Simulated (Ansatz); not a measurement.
## H_O in Li5AuO4 (C2/m): charge-transition levels and formation energies

Wanted: the transition levels of a hydrogen on a lattice site in Li5AuO4 (C2/m), from a cell of 80 host atoms with 1 O taken out and 1 H put in.

Program: Ansatz 0.2.0. Level of theory: place-levels on PBEsol runs: charge-transition levels and formation energies with image-charge correction and potential alignment at the atomic sites. Results are calculated unless marked as measured.

### Step 1. Starting point

The cell holds 80 atoms: 40 Li, 8 Au, 31 O and 1 H. Its edges and angles: a = 9.403 Å, b = 9.404 Å, c = 9.396 Å, α = 90.0°, β = 102.9°, γ = 90.0°. It derives from Li5AuO4 (space group C2/m). Nearest the centre at fractional (0.378, 0.647, 0.625): H38 at 0.00 Å, Li65 at 1.93 Å, Li28 at 1.94 Å, Li24 at 1.95 Å, Li61 at 1.99 Å, Au71 at 2.00 Å, Li30 at 2.03 Å, O34 at 2.77 Å.

Screening for the image-charge correction: ε∞ = principal values (3.02, 4.18, 4.33), ε0 = principal values (5.41, 8.74, 10.09), from a response run on this crystal (DFPT, PBEsol) at that run's own cell.

The cell's shortest repeat is 9.4 Å.

### Step 2. Charge states

A transition level is the Fermi level at which two charge states cost the same, so each charge needs its own total energy, at its own relaxed structure.

Each atom starts 0.05 Å or so off its site in a random direction. Forces are taken at one point at (¼, ¼, ¼). The cell holds 1 electron more than the neutral one, with a uniform background that keeps it neutral on the whole.

The sampling was tested on the host first: at the k-points planned (1x1x1 shifted 0.25 0.25 0.25) its energy lies 0.000 eV an atom from the dense-mesh value, under the bound of 0.02 eV set for this test; that bounds the host's error, not the defect's.

One state's input; the others differ in charge, spin, start and seed, and in occupations where the table says so.

qm1.relax/input.yaml

```yaml
crystal:
  lattice:
    - [9.40268524, 0.0, -0.02548652]
    - [0.0, 9.40405317, 0.0]
    - [-2.07562506, 0.0, 9.16358709]
  atoms:
    - { symbol: Li, position: [0.0, 0.7924353, 0.25] }
    - { symbol: Li, position: [0.25, 0.2924353, 0.25] }
[... 5 atom lines left out ...]
    - { symbol: Li, position: [0.25, 0.7075647, 0.25] }
[... 7 atom lines left out ...]
    - { symbol: O, position: [0.37210138, 0.85260183, 0.37490926] }
[... 2 atom lines left out ...]
    - { symbol: O, position: [0.12210138, 0.64739817, 0.37490926] }
[... 4 atom lines left out ...]
    - { symbol: Li, position: [0.25, 0.78254642, 0.5] }
    - { symbol: Li, position: [0.0, 0.71745358, 0.5] }
[... 2 atom lines left out ...]
    - { symbol: Li, position: [0.25, 0.7075647, 0.75] }
[... 1 atom line left out ...]
    - { symbol: Li, position: [0.25, 0.5, 0.5] }
[... 2 atom lines left out ...]
    - { symbol: O, position: [0.12789862, 0.85260183, 0.62509074] }
    - { symbol: O, position: [0.37789862, 0.35260183, 0.62509074] }
[... 1 atom line left out ...]
    - { symbol: O, position: [0.37210138, 0.85260183, 0.87490926] }
[... 1 atom line left out ...]
    - { symbol: H, position: [0.37789862, 0.64739817, 0.62509074] }
    - { symbol: O, position: [0.12210138, 0.64739817, 0.87490926] }
[... 5 atom lines left out ...]
    - { symbol: Li, position: [0.5, 0.71745358, 0.0] }
[... 13 atom lines left out ...]
    - { symbol: O, position: [0.62210138, 0.64739817, 0.37490926] }
[... 1 atom line left out ...]
    - { symbol: Li, position: [0.5, 0.7924353, 0.75] }
[... 3 atom lines left out ...]
    - { symbol: Li, position: [0.5, 0.71745358, 0.5] }
[... 2 atom lines left out ...]
    - { symbol: Li, position: [0.75, 0.7075647, 0.75] }
[... 2 atom lines left out ...]
    - { symbol: Au, position: [0.5, 0.5, 0.75] }
[... 1 atom line left out ...]
    - { symbol: O, position: [0.62789862, 0.85260183, 0.62509074] }
[... 5 atom lines left out ...]
    - { symbol: O, position: [0.62210138, 0.64739817, 0.87490926] }
    - { symbol: O, position: [0.87210138, 0.14739817, 0.87490926] }
  host:
    repeats: [2, 1, 2]
    atoms:
      - { symbol: Li, position: [0.0, 0.7924353, 0.5] }
      - { symbol: Li, position: [0.5, 0.2924353, 0.5] }
      # ... 18 more atoms of the perfect host
total_charge: -1
basis:
  ecutwfc: 420
  xc_grid: 2
hamiltonian:
  xc: pbesol
kpoints:
  mp_grid: { grid: [1, 1, 1], shift: [0.25, 0.25, 0.25] }
scf:
  occupations: { method: fixed }
  max_iter: 60
output:
  forces: true
  charged_corrections:
    epsilon: [[3.54, 0.0, 0.64], [0.0, 4.18, 0.0], [0.64, 0.0, 3.81]]
    static_epsilon: [[7.29, 0.0, 2.29], [0.0, 8.74, 0.0], [2.29, 0.0, 8.21]]
    defect_position: [0.377899, 0.647398, 0.625091]
relax:
  f_tol: 0.02
  max_steps: 80
  random_displacement: { amplitude: 0.05, seed: 3479 }
checkpoint:
  write: "../qm1.relax.run"
  compress: false
  write_wavefunctions: true
  write_every: 100000
```

Run with:

```console
$ ansatz run input.yaml --threads 4 --pin off --max-ram 7536MiB --backend cpu --events-out ev --progress --plain --runs-dir out
```

Defect states can disperse in a cell of this size, so the energy is taken again at a 2×2×2 shifted mesh, on the relaxed structure.

The run of this state that the levels use, under PBEsol:

qm1.point/input.yaml

```yaml
crystal:
  checkpoint: "../qm1.relax.run"
  host: checkpoint
total_charge: -1
basis:
  ecutwfc: 420
  xc_grid: 2
hamiltonian:
  xc: pbesol
kpoints:
  mp_grid: { grid: [2, 2, 2], shift: [0.5, 0.5, 0.5] }
scf:
  occupations: { method: fermi_dirac, width: 0.01 }
  max_iter: 60
output:
  forces: true
  eigenvalues: true
  charged_corrections:
    epsilon: [[3.54, 0.0, 0.64], [0.0, 4.18, 0.0], [0.64, 0.0, 3.81]]
    static_epsilon: [[7.29, 0.0, 2.29], [0.0, 8.74, 0.0], [2.29, 0.0, 8.21]]
    defect_position: [0.377899, 0.647398, 0.625091]
  eigenstates: { localisation: true }
  populations: true
  band_densities: [{ bands: [v1, v1] }, { bands: [c1, c1] }]
  write_density: true
  write_potential: true
  volumetric_format: npy
  elf: true
checkpoint:
  read: "../qm1.relax.run"
  write: "../qm1.point.run"
  compress: false
  write_wavefunctions: false
  write_every: 100000
```

Relaxations under PBEsol at one point at (¼, ¼, ¼); times on 4 threads of Arm Neoverse V1, shared host:

```csv
charge,moment (μB),occupations,outcome,steps,largest displacement against the far atoms (Å),time
−1,0,fixed,converged,8,0.32,1.8 min
0,1,fixed,converged,7,0.23,3 min
+1,0,fixed,converged,8,0.36,93 s
+2,1,fixed,converged,7,0.35,4.5 min
−1,2,fixed,converged,13,0.23,8.1 min
```

Single points under PBEsol at a 2×2×2 shifted mesh; times on 4 threads of Arm Neoverse V1, shared host:

```csv
charge,moment (μB),occupations,outcome,time
−1,0,fermi-dirac,converged,1.8 min
0,1,fermi-dirac,converged,3.8 min
+1,0,fermi-dirac,converged,88 s
+2,1,fermi-dirac,converged,4.3 min
−1,2,fermi-dirac,converged,4.3 min
```

Distances (Å) from H38 to the nearest atoms after relaxation with PBEsol:

| charge | moment (μB) | 1. | 2. | 3. | 4. | 5. | 6. |
| --- | --- | --- | --- | --- | --- | --- | --- |
| −1 | 0 | Li 1.90 | Li 1.90 | Au 1.94 | Li 1.96 | Li 2.12 | Li 2.21 |
| −1 | 2 | Au 1.70 | Li 2.03 | Li 2.06 | Li 2.15 | Li 2.30 | Li 2.31 |
| 0 | 1 | Au 1.71 | Li 2.04 | Li 2.06 | Li 2.18 | Li 2.26 | Li 2.29 |
| +1 | 0 | Au 1.61 | Li 2.13 | Li 2.15 | Li 2.21 | Li 2.35 | O 2.56 |
| +2 | 1 | Au 1.61 | Li 2.13 | Li 2.15 | Li 2.20 | Li 2.35 | O 2.55 |

### Step 3. Placing the levels, PBEsol

A charged cell interacts with its images and the background, and its potential has another zero than the host's. place-levels removes the first by a point-charge model, screened by the static dielectric constant since the ions have relaxed around the charge, and the second by comparing potentials at atoms far from the defect.

The host is a run of the defect-free crystal in the same cutoffs, grids and k-points, so that basis and sampling errors cancel in part in the differences. Its band edges come from a run of the primitive cell that searches the zone for them. The host is run in a cell of 20 atoms on a matching mesh. Chemical potentials are energies per atom of O (O2 molecule) and H (H2 molecule), run with the same functional and cutoff.

levels.point.yaml

```yaml
host:
  run: host.point.run
  levels_from: { run: edges.point.run }
states: [qm1.point.run, q0_M1.point.run, qp1.point.run, qp2_M1.point.run, qm1_M2.point.run]
geometry_from:
  qm1.point.run: qm1.relax.run
  q0_M1.point.run: q0_M1.relax.run
  qp1.point.run: qp1.relax.run
  qp2_M1.point.run: qp2_M1.relax.run
  qm1_M2.point.run: qm1_M2.relax.run
  host.point.run: host.relax.run
chemical_potentials:
  O:
    energy: -558.282649
    dataset: "<sha256 of the dataset>"
  H:
    energy: -15.609288
    dataset: "<sha256 of the dataset>"
epsilon:
  - [3.54, 0.0, 0.64]
  - [0.0, 4.18, 0.0]
  - [0.64, 0.0, 3.81]
static_epsilon:
  - [7.29, 0.0, 2.29]
  - [0.0, 8.74, 0.0]
  - [2.29, 0.0, 8.21]
vertical:
  - { from: qm1.point.run, to: qm1.point_neutral.run }
  - { from: qp1.point.run, to: qp1.point_neutral.run }
  - { from: qp2_M1.point.run, to: qp2_M1.point_neutral.run }
  - { from: qm1_M2.point.run, to: qm1_M2.point_neutral.run }
```

Run with:

```console
$ ansatz place-levels levels.point.yaml -- --threads 4 --pin off --max-ram 7536MiB
```

Numbers of over 12 decimals in the logs are rounded to 6 here.

What it wrote:

```text
[... repeated set-up lines and file paths are left out, and long positions are rounded to six places ...]
(+2/+1) 0.000 eV above the valence edge (-0.652 eV without the band-filling correction), 2.050 eV under the conduction edge
(+1/0) 1.712 eV above the valence edge, 0.338 eV under the conduction edge
(0/-1) 2.279 eV above the valence edge (+2.295 eV without the band-filling correction), in the conduction band
formation energy of charge +2: +1.677 eV with the Fermi level at the valence edge
formation energy of charge +1: +1.677 eV with the Fermi level at the valence edge
formation energy of charge 0: +3.389 eV with the Fermi level at the valence edge
formation energy of charge -1: +5.668 eV with the Fermi level at the valence edge
vertical -1 to 0: no energy, since no alignment is typed
  the change from vertical[0].from (qm1.point.run) to vertical[0].to (qm1.point_neutral.run): by its spins about the atoms it stands at 0.502 0.501 0.753, with an rms radius of about 3.0 Å (1.6 1.9 1.6 Å across the planes of the cell's vectors); [...]
vertical +1 to 0: no energy, since no alignment is typed
  the change from vertical[1].from (qp1.point.run) to vertical[1].to (qp1.point_neutral.run): by its potential at epsilon [[3.54, 0, 0.64], [0, 4.18, 0], [0.64, 0, 3.81]] it stands at 0.412 0.559 0.686, with an rms radius of about 5.0 Å (2.8 3.0 3.0 Å across [...]
vertical +2 to 0: no energy, since no alignment is typed
  the change from vertical[2].from (qp2_M1.point.run) to vertical[2].to (qp2_M1.point_neutral.run): by its potential at epsilon [[3.54, 0, 0.64], [0, 4.18, 0], [0.64, 0, 3.81]] it stands at 0.499 0.526 0.587, with an rms radius of about 6.3 Å (3.4 3.6 3.9 Å [...]
vertical -1 to 0: no energy, since no alignment is typed
  the change from vertical[3].from (qm1_M2.point.run) to vertical[3].to (qm1_M2.point_neutral.run): by its potential at epsilon [[3.54, 0, 0.64], [0, 4.18, 0], [0.64, 0, 3.81]] it stands at 0.817 0.526 0.724, with an rms radius of about 5.0 Å (2.9 2.9 2.9 Å [...]
  edges by pbesol of host.levels_from (edges.point.run), its mesh sampled to repeats of 28.19 Å (the valence edge +0.066 eV and the conduction edge -0.123 eV from those of the host's own run), gap 2.050 eV; the host is sampled to repeats of 23.43 Å
  the defect's cells are sampled to repeats of 23.43 Å, like sampling
  charge +2: -129633.6685 eV with its correction of +0.668 eV, at epsilon [[7.29, 0, 2.29], [0, 8.74, 0], [2.29, 0, 8.21]], aligned at sites: -0.2309 eV, mean over 38 atomic sites at or beyond 4.70 Å from the defect at [0.3779, 0.6474, 0.6251], with -0.000230 [...]
  states[3] (qp2_M1.point.run): levels filled in part (TS 0.008 eV): its energy is of no whole electron's
  charge +1: -129628.7997 eV with its correction of +0.196 eV, at epsilon [[7.29, 0, 2.29], [0, 8.74, 0], [2.29, 0, 8.21]], aligned at sites: -0.0862 eV, mean over 38 atomic sites at or beyond 4.70 Å from the defect at [0.3779, 0.6474, 0.6251], with +0.002668 [...]
  charge 0: +0.000 eV for its dipole among its images, +0.015 omitted
  charge -1: -129613.7506 eV with its correction of +0.283 eV, at epsilon [[7.29, 0, 2.29], [0, 8.74, 0], [2.29, 0, 8.21]], aligned at sites: -0.0003 eV, mean over 38 atomic sites at or beyond 4.70 Å from the defect at [0.3779, 0.6474, 0.6251], with -0.013827 [...]
  charge -1: states[4] (qm1_M2.point.run) stands 0.110 eV higher, with a moment of 2.00 μB against 0.00
  states[4] (qm1_M2.point.run): levels filled in part (TS 0.004 eV): its energy is of no whole electron's
  of states[3] (qp2_M1.point.run): it parts from the run at its places by a charge that spreads by about 3.9 Å along one vector (1.6 Å or more is wide), by its potential at epsilon [[3.54, 0, 0.64], [0, 4.18, 0], [0.64, 0, 3.81]], taken for that of held ions [...]
  of states[2] (qp1.point.run): it parts from the run at its places by a charge that spreads by about 3 Å along one vector (1.6 Å or more is wide), by its potential at epsilon [[3.54, 0, 0.64], [0, 4.18, 0], [0.64, 0, 3.81]], taken for that of held ions (one [...]
  of states[0] (qm1.point.run): it parts from the run at its places by a charge that spreads by about 1.9 Å along one vector (1.6 Å or more is wide), by the spins about the atoms, where the cell does not tell a trapped carrier from a band state. [...]
  of states[4] (qm1_M2.point.run): it parts from the run at its places by a charge that spreads by about 2.9 Å along one vector (1.6 Å or more is wide), by its potential at epsilon [[3.54, 0, 0.64], [0, 4.18, 0], [0.64, 0, 3.81]], taken for that of held ions [...]
  of vertical[0].from (qm1.point.run): its displacements don't fall off away from the defect: farther atoms stand 0.031 Å off the host's places. [...]
  of vertical[0].to (qm1.point_neutral.run): its displacements don't fall off away from the defect: farther atoms stand 0.031 Å off the host's places. [...]
  of vertical[1].from (qp1.point.run): its displacements don't fall off away from the defect: farther atoms stand 0.014 Å off the host's places. [...]
  vertical[1].to (qp1.point_neutral.run): levels filled in part (TS 0.002 eV): its energy is of no whole electron's
  of vertical[1].to (qp1.point_neutral.run): its displacements don't fall off away from the defect: farther atoms stand 0.014 Å off the host's places. [...]
  vertical[2].from (qp2_M1.point.run): levels filled in part (TS 0.008 eV): its energy is of no whole electron's
  of vertical[2].from (qp2_M1.point.run): its displacements don't fall off away from the defect: farther atoms stand 0.018 Å off the host's places. [...]
  vertical[2].to (qp2_M1.point_neutral.run): levels filled in part (TS 0.001 eV): its energy is of no whole electron's
  of vertical[2].to (qp2_M1.point_neutral.run): its displacements don't fall off away from the defect: farther atoms stand 0.018 Å off the host's places. [...]
  vertical[3].from (qm1_M2.point.run): levels filled in part (TS 0.004 eV): its energy is of no whole electron's
  of vertical[3].from (qm1_M2.point.run): its displacements don't fall off away from the defect: farther atoms stand 0.034 Å off the host's places. [...]
  of vertical[3].to (qm1_M2.point_neutral.run): its displacements don't fall off away from the defect: farther atoms stand 0.034 Å off the host's places. [...]
```

It took 0.64 s on 4 threads of Arm Neoverse V1, shared host.

(Continued in part 2 of 2.)

[Logs are printed without paths, hosts, clocks, repeated set-up lines and the standing remarks that a program may print on its own settings, such as how far it seeks lower states.]

[Hosts, paths, dates, database ids (printed as entryN), source tags and the programs' standing remarks are cut or masked in the printed files.]

[Where a table of states has a column of steps, it counts the stored structures, which are thinned; the runs took as many ionic steps or more.]

[A defect's name tells the site on which it was built; relaxed atoms can leave that site.]

[For some hosts the program warned that the k-mesh of the response run may be too coarse for force constants and the static dielectric constant; such warnings are not shown here.]
